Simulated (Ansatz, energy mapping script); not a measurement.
# MnS in the rock-salt structure: J from the energies of magnetic orders (isotropic strain to volume × 0.94)

Aim: the exchange couplings of MnS in the rock-salt structure from the energies of a few collinear orders, and the ordering temperature that they give.

Main program and level: Ansatz 0.2.0; PBE with U = 4.4 eV on Mn d, ortho-atomic projectors; plane waves, U on orthogonalised atomic orbitals unless named otherwise, collinear spin, no spin–orbit coupling.

Most raw output is cut from this account.

## Step 1: The starting structure

Symmetry: Fm-3m, No. 225, cubic system. Conventional cell: a = 5.218 Å, b = 5.218 Å, c = 5.218 Å, α = 90.00°, β = 90.00°, γ = 90.00°. Nearest to Mn lie 6 S at 2.61 Å. Nearest to S lie 6 Mn at 2.61 Å. rocksalt prototype, lattice guessed from radii. Farther neighbours and most contacts between anions are not listed.

Structure file:

```cif
data_structure
_symmetry_space_group_name_H-M 'P 1'
_symmetry_Int_Tables_number 1
_cell_length_a 3.6894
_cell_length_b 3.6894
_cell_length_c 3.6894
_cell_angle_alpha 60.000
_cell_angle_beta 60.000
_cell_angle_gamma 60.000
_cell_volume 35.51
loop_
_atom_site_label
_atom_site_type_symbol
_atom_site_fract_x
_atom_site_fract_y
_atom_site_fract_z
_atom_site_occupancy
Mn1 Mn 0.00000 0.00000 0.00000 1
S2 S 0.50000 0.50000 0.50000 1
```

This cell was built for the study (rocksalt prototype, lattice guessed from radii), not taken from an experiment; the compound need not form in this structure.

The parent cell was relaxed beforehand in Ansatz under PBE with U = 4.6 eV on Mn d, ortho-atomic projectors, from parallel moments.

This cell differs from the relaxed one by: isotropic strain to volume × 0.94. Atoms follow the cell and are not relaxed.

A Hubbard U penalises fractional filling of the shell. It raises the cost of virtual hops to the neighbours, so couplings that rest on such hops usually weaken.

## Step 2: One set of occupation matrices for all orders

A corrected shell can settle in several orbital fillings. One parallel run, with an occupation width a fifth wider than the orders use, therefore is to supply the occupation matrices. All orders start from them.

input.yaml reads:

```yaml
crystal:
  lattice:
    - [0.0, 2.6088032567, 2.6088032567]
    - [2.6088032567, 0.0, 2.6088032567]
    - [2.6088032567, 2.6088032567, 0.0]
  atoms:
    - { symbol: Mn, position: [0.0, 0.0, 0.0], spin: 4.5 }
    - { symbol: S, position: [0.5, 0.5, 0.5] }
magnetization:
  spin_polarized: true
kpoints:
  mp_grid: { grid: [9, 9, 9] }
hamiltonian:
  xc: pbe
  hubbard:
    sites: [{ species: Mn, l: d, u_eff: 4.4 }]
    projectors: ortho-atomic
scf:
  occupations: { method: fermi_dirac, width: 0.048 }
output:
  eigenvalues: true
```

Command:

```
$ ansatz run input.yaml --threads 4 --pin off --max-ram 8192MiB --backend cpu --events-out ev --progress --plain --runs-dir out
```

Elapsed: 1.1 s, on 4 threads of Arm Neoverse V1, shared host; peak memory 0.31 GiB; 3.5 s of CPU time.

This step gave:

```yaml
final_state: ferromagnetic
electrons_in_the_corrected_shells: 5.260 e
largest_moment: 4.517 μB
```

## Step 3: Order 1: parallel, cell A of 4 atoms

Each cell gets its own parallel run on the same mesh, so that most of the mesh error cancels in the differences.

input.yaml reads:

```yaml
crystal:
  lattice:
    - [0.0, -2.6088032567, -2.6088032567]
    - [-2.6088032567, 0.0, -2.6088032567]
    - [2.6088032567, 2.6088032567, -5.2176065133]
  atoms:
    - { symbol: Mn, position: [0.5, 0.5, 0.5], spin: 4.5 }
    - { symbol: Mn, position: [0.0, 0.0, 0.0], spin: 4.5 }
    - { symbol: S, position: [0.75, 0.75, 0.75] }
    - { symbol: S, position: [0.25, 0.25, 0.25] }
magnetization:
  spin_polarized: true
kpoints:
  mp_grid: { grid: [8, 8, 8] }
hamiltonian:
  xc: pbe
  hubbard:
    sites:
      - { species: Mn, l: d, u_eff: 4.4 }
      - { site: 0, l: d, u_eff: 4.4, starting_ns: [{ spin: up, occupation_matrix: mn1_major }, { spin: down, occupation_matrix: mn1_minor }] }
      - { site: 1, l: d, u_eff: 4.4, starting_ns: [{ spin: up, occupation_matrix: mn1_major }, { spin: down, occupation_matrix: mn1_minor }] }
    projectors: ortho-atomic
    occupation_matrices:
      mn1_major:
        matrix:
          - [0.993, 0.0, 0.0, 0.0, 0.0]
          - [0.0, 0.998, 0.0, 0.0, 0.0]
          - [0.0, 0.0, 0.998, 0.0, 0.0]
          - [0.0, 0.0, 0.0, 0.993, 0.0]
          - [0.0, 0.0, 0.0, 0.0, 0.998]
      mn1_minor:
        matrix:
          - [0.105, 0.0, 0.0, 0.0, 0.0]
          - [0.0, 0.024, 0.0, 0.0, 0.0]
          - [0.0, 0.0, 0.024, 0.0, 0.0]
          - [0.0, 0.0, 0.0, 0.105, 0.0]
          - [0.0, 0.0, 0.0, 0.0, 0.024]
scf:
  occupations: { method: fermi_dirac, width: 0.04 }
output:
  eigenvalues: true
```

The job ended after 5.7 s (4 threads; peak memory 0.52 GiB; 21 s of CPU time).

Spin moment in the sphere by atom:

```
atom  spin moment in the sphere (μB)
 Mn1                            4.52
 Mn2                            4.52
  S3                            0.10
  S4                            0.10
```

The run ends ferromagnetic.

## Step 4: Run 2 (compensated +−; cell A, 4 atoms)

This order reverses 6 of the 12 neighbours at 3.69 Å, 6 of the 6 neighbours at 5.22 Å and 12 of the 24 neighbours at 6.39 Å, counted for an average magnetic atom.

input.yaml: that of step 3 with these lines changed.

```diff
@@ -7,3 +7,3 @@
     - { symbol: Mn, position: [0.5, 0.5, 0.5], spin: 4.5 }
-    - { symbol: Mn, position: [0.0, 0.0, 0.0], spin: 4.5 }
+    - { symbol: Mn, position: [0.0, 0.0, 0.0], spin: -4.5 }
     - { symbol: S, position: [0.75, 0.75, 0.75] }
@@ -20,3 +20,3 @@
       - { site: 0, l: d, u_eff: 4.4, starting_ns: [{ spin: up, occupation_matrix: mn1_major }, { spin: down, occupation_matrix: mn1_minor }] }
-      - { site: 1, l: d, u_eff: 4.4, starting_ns: [{ spin: up, occupation_matrix: mn1_major }, { spin: down, occupation_matrix: mn1_minor }] }
+      - { site: 1, l: d, u_eff: 4.4, starting_ns: [{ spin: up, occupation_matrix: mn1_minor }, { spin: down, occupation_matrix: mn1_major }] }
     projectors: ortho-atomic
```

The job ended after 4.8 s (4 threads; peak memory 0.54 GiB).

Spin moment in the sphere by atom:

```
atom  spin moment in the sphere (μB)
 Mn1                            4.44
 Mn2                           -4.44
  S3                            0.00
  S4                            0.00
```

The run ends antiferromagnetic, 50.39 meV a magnetic atom below the parallel order of its cell.

## Step 5: Run 3 (parallel; cell B, 4 atoms)

The parallel order again, as the reference for this cell.

This run holds the same structure in another cell (c 6.390 → 5.218 Å, α 73.2 → 90.0°, β 73.2 → 90.0°, γ 60.0 → 90.0°).

input.yaml reads:

```yaml
crystal:
  lattice:
    - [0.0, -2.6088032567, -2.6088032567]
    - [0.0, 2.6088032567, -2.6088032567]
    - [5.2176065133, 0.0, 0.0]
  atoms:
    - { symbol: Mn, position: [0.5, 0.5, 0.5], spin: 4.5 }
    - { symbol: Mn, position: [0.0, 0.0, 0.0], spin: 4.5 }
    - { symbol: S, position: [0.5, 0.5, 0.0] }
    - { symbol: S, position: [0.0, 0.0, 0.5] }
magnetization:
  spin_polarized: true
kpoints:
  mp_grid: { grid: [7, 7, 5] }
hamiltonian:
  xc: pbe
  hubbard:
    sites:
      - { species: Mn, l: d, u_eff: 4.4 }
      - { site: 0, l: d, u_eff: 4.4, starting_ns: [{ spin: up, occupation_matrix: mn1_major }, { spin: down, occupation_matrix: mn1_minor }] }
      - { site: 1, l: d, u_eff: 4.4, starting_ns: [{ spin: up, occupation_matrix: mn1_major }, { spin: down, occupation_matrix: mn1_minor }] }
    projectors: ortho-atomic
    occupation_matrices:
      mn1_major:
        matrix:
          - [0.993, 0.0, 0.0, 0.0, 0.0]
          - [0.0, 0.998, 0.0, 0.0, 0.0]
          - [0.0, 0.0, 0.998, 0.0, 0.0]
          - [0.0, 0.0, 0.0, 0.993, 0.0]
          - [0.0, 0.0, 0.0, 0.0, 0.998]
      mn1_minor:
        matrix:
          - [0.105, 0.0, 0.0, 0.0, 0.0]
          - [0.0, 0.024, 0.0, 0.0, 0.0]
          - [0.0, 0.0, 0.024, 0.0, 0.0]
          - [0.0, 0.0, 0.0, 0.105, 0.0]
          - [0.0, 0.0, 0.0, 0.0, 0.024]
scf:
  occupations: { method: fermi_dirac, width: 0.04 }
output:
  eigenvalues: true
```

Wall time 3 s (4 threads); peak memory 0.42 GiB.

The run ends ferromagnetic. For each magnetic atom its energy differs from the parallel run of the first cell by 0.23 meV, an error that one common reference would have brought in.

## Step 6: Order 4: compensated +−, cell B of 4 atoms

This order reverses 8 of the 12 neighbours at 3.69 Å, 0 of the 6 neighbours at 5.22 Å and 16 of the 24 neighbours at 6.39 Å, counted for an average magnetic atom.

input.yaml: that of step 5 with these lines changed.

```diff
@@ -7,3 +7,3 @@
     - { symbol: Mn, position: [0.5, 0.5, 0.5], spin: 4.5 }
-    - { symbol: Mn, position: [0.0, 0.0, 0.0], spin: 4.5 }
+    - { symbol: Mn, position: [0.0, 0.0, 0.0], spin: -4.5 }
     - { symbol: S, position: [0.5, 0.5, 0.0] }
@@ -20,3 +20,3 @@
       - { site: 0, l: d, u_eff: 4.4, starting_ns: [{ spin: up, occupation_matrix: mn1_major }, { spin: down, occupation_matrix: mn1_minor }] }
-      - { site: 1, l: d, u_eff: 4.4, starting_ns: [{ spin: up, occupation_matrix: mn1_major }, { spin: down, occupation_matrix: mn1_minor }] }
+      - { site: 1, l: d, u_eff: 4.4, starting_ns: [{ spin: up, occupation_matrix: mn1_minor }, { spin: down, occupation_matrix: mn1_major }] }
     projectors: ortho-atomic
```

The job ended after 2.8 s (4 threads; peak memory 0.43 GiB; 10 s of CPU time).

The run ends antiferromagnetic, 18.63 meV a magnetic atom below the parallel order of its cell.

## Step 7: Order 5: parallel, cell C of 6 atoms

input.yaml reads:

```yaml
crystal:
  lattice:
    - [0.0, 2.6088032567, 2.6088032567]
    - [-2.6088032567, 0.0, -2.6088032567]
    - [-5.2176065133, -5.2176065133, 5.2176065133]
  atoms:
    - { symbol: Mn, position: [0.0, 0.0, 0.0], spin: 4.5 }
    - { symbol: Mn, position: [0.333333333, 0.666666667, 0.666666667], spin: 4.5 }
    - { symbol: Mn, position: [0.666666667, 0.333333333, 0.333333333], spin: 4.5 }
    - { symbol: S, position: [0.666666667, 0.333333333, 0.833333333] }
    - { symbol: S, position: [0.0, 0.0, 0.5] }
    - { symbol: S, position: [0.333333333, 0.666666667, 0.166666667] }
magnetization:
  spin_polarized: true
kpoints:
  mp_grid: { grid: [8, 8, 3] }
hamiltonian:
  xc: pbe
  hubbard:
    sites:
      - { species: Mn, l: d, u_eff: 4.4 }
      - { site: 0, l: d, u_eff: 4.4, starting_ns: [{ spin: up, occupation_matrix: mn1_major }, { spin: down, occupation_matrix: mn1_minor }] }
      - { site: 1, l: d, u_eff: 4.4, starting_ns: [{ spin: up, occupation_matrix: mn1_major }, { spin: down, occupation_matrix: mn1_minor }] }
      - { site: 2, l: d, u_eff: 4.4, starting_ns: [{ spin: up, occupation_matrix: mn1_major }, { spin: down, occupation_matrix: mn1_minor }] }
    projectors: ortho-atomic
    occupation_matrices:
      mn1_major:
        matrix:
          - [0.993, 0.0, 0.0, 0.0, 0.0]
          - [0.0, 0.998, 0.0, 0.0, 0.0]
          - [0.0, 0.0, 0.998, 0.0, 0.0]
          - [0.0, 0.0, 0.0, 0.993, 0.0]
          - [0.0, 0.0, 0.0, 0.0, 0.998]
      mn1_minor:
        matrix:
          - [0.105, 0.0, 0.0, 0.0, 0.0]
          - [0.0, 0.024, 0.0, 0.0, 0.0]
          - [0.0, 0.0, 0.024, 0.0, 0.0]
          - [0.0, 0.0, 0.0, 0.105, 0.0]
          - [0.0, 0.0, 0.0, 0.0, 0.024]
scf:
  occupations: { method: fermi_dirac, width: 0.04 }
output:
  eigenvalues: true
```

Elapsed: 4.8 s, on 4 threads; peak memory 0.54 GiB; 18 s of CPU time.

The run ends ferromagnetic. For each magnetic atom its energy differs from the parallel run of the first cell by 0.01 meV, an error that one common reference would have brought in.

## Step 8: Order 6: uncompensated ++−, cell C of 6 atoms

This order reverses 4 of the 12 neighbours at 3.69 Å, 4 of the 6 neighbours at 5.22 Å and 12 of the 24 neighbours at 6.39 Å, counted for an average magnetic atom.

input.yaml: that of step 7 with these lines changed.

```diff
@@ -8,3 +8,3 @@
     - { symbol: Mn, position: [0.333333333, 0.666666667, 0.666666667], spin: 4.5 }
-    - { symbol: Mn, position: [0.666666667, 0.333333333, 0.333333333], spin: 4.5 }
+    - { symbol: Mn, position: [0.666666667, 0.333333333, 0.333333333], spin: -4.5 }
     - { symbol: S, position: [0.666666667, 0.333333333, 0.833333333] }
@@ -23,3 +23,3 @@
       - { site: 1, l: d, u_eff: 4.4, starting_ns: [{ spin: up, occupation_matrix: mn1_major }, { spin: down, occupation_matrix: mn1_minor }] }
-      - { site: 2, l: d, u_eff: 4.4, starting_ns: [{ spin: up, occupation_matrix: mn1_major }, { spin: down, occupation_matrix: mn1_minor }] }
+      - { site: 2, l: d, u_eff: 4.4, starting_ns: [{ spin: up, occupation_matrix: mn1_minor }, { spin: down, occupation_matrix: mn1_major }] }
     projectors: ortho-atomic
```

It took 4.8 s on 4 threads; peak memory 0.56 GiB.

The run ends ferrimagnetic, 39.24 meV a magnetic atom below the parallel order of its cell.

## Step 9: Order 7: parallel, cell D of 6 atoms

This run holds the same structure in another cell (b 3.689 → 5.218 Å, c 9.037 → 6.390 Å, α 90.0 → 114.1°, β 90.0 → 106.8°, γ 120.0 → 90.0°).

input.yaml reads:

```yaml
crystal:
  lattice:
    - [0.0, -2.6088032567, -2.6088032567]
    - [-5.2176065133, 0.0, 0.0]
    - [2.6088032567, 5.2176065133, -2.6088032567]
  atoms:
    - { symbol: Mn, position: [0.666666667, 0.666666667, 0.333333333], spin: 4.5 }
    - { symbol: Mn, position: [0.333333333, 0.333333333, 0.666666667], spin: 4.5 }
    - { symbol: Mn, position: [0.0, 0.0, 0.0], spin: 4.5 }
    - { symbol: S, position: [0.666666667, 0.166666667, 0.333333333] }
    - { symbol: S, position: [0.333333333, 0.833333333, 0.666666667] }
    - { symbol: S, position: [0.0, 0.5, 0.0] }
magnetization:
  spin_polarized: true
kpoints:
  mp_grid: { grid: [7, 7, 7] }
hamiltonian:
  xc: pbe
  hubbard:
    sites:
      - { species: Mn, l: d, u_eff: 4.4 }
      - { site: 0, l: d, u_eff: 4.4, starting_ns: [{ spin: up, occupation_matrix: mn1_major }, { spin: down, occupation_matrix: mn1_minor }] }
      - { site: 1, l: d, u_eff: 4.4, starting_ns: [{ spin: up, occupation_matrix: mn1_major }, { spin: down, occupation_matrix: mn1_minor }] }
      - { site: 2, l: d, u_eff: 4.4, starting_ns: [{ spin: up, occupation_matrix: mn1_major }, { spin: down, occupation_matrix: mn1_minor }] }
    projectors: ortho-atomic
    occupation_matrices:
      mn1_major:
        matrix:
          - [0.993, 0.0, 0.0, 0.0, 0.0]
          - [0.0, 0.998, 0.0, 0.0, 0.0]
          - [0.0, 0.0, 0.998, 0.0, 0.0]
          - [0.0, 0.0, 0.0, 0.993, 0.0]
          - [0.0, 0.0, 0.0, 0.0, 0.998]
      mn1_minor:
        matrix:
          - [0.105, 0.0, 0.0, 0.0, 0.0]
          - [0.0, 0.024, 0.0, 0.0, 0.0]
          - [0.0, 0.0, 0.024, 0.0, 0.0]
          - [0.0, 0.0, 0.0, 0.105, 0.0]
          - [0.0, 0.0, 0.0, 0.0, 0.024]
scf:
  occupations: { method: fermi_dirac, width: 0.04 }
output:
  eigenvalues: true
```

It took 13 s on 4 threads; peak memory 0.78 GiB.

The run ends ferromagnetic. For each magnetic atom its energy differs from the parallel run of the first cell by 0.00 meV, an error that one common reference would have brought in.

(Continued in part 2 of 2.)

[Logs and program files are shortened in this print: banners, set-up blocks, solver, clock and traceback lines can be left out without a mark of their own.]

[Logs are printed without paths, hosts, clocks, repeated set-up lines and the standing remarks that a program may print on its own settings, such as how far it seeks lower states.]

[Hosts, paths, dates, database ids (printed as entryN), source tags and the programs' standing remarks are cut or masked in the printed files.]

[Where a cell is said to come from a database of computed structures, the database is the Materials Project.]
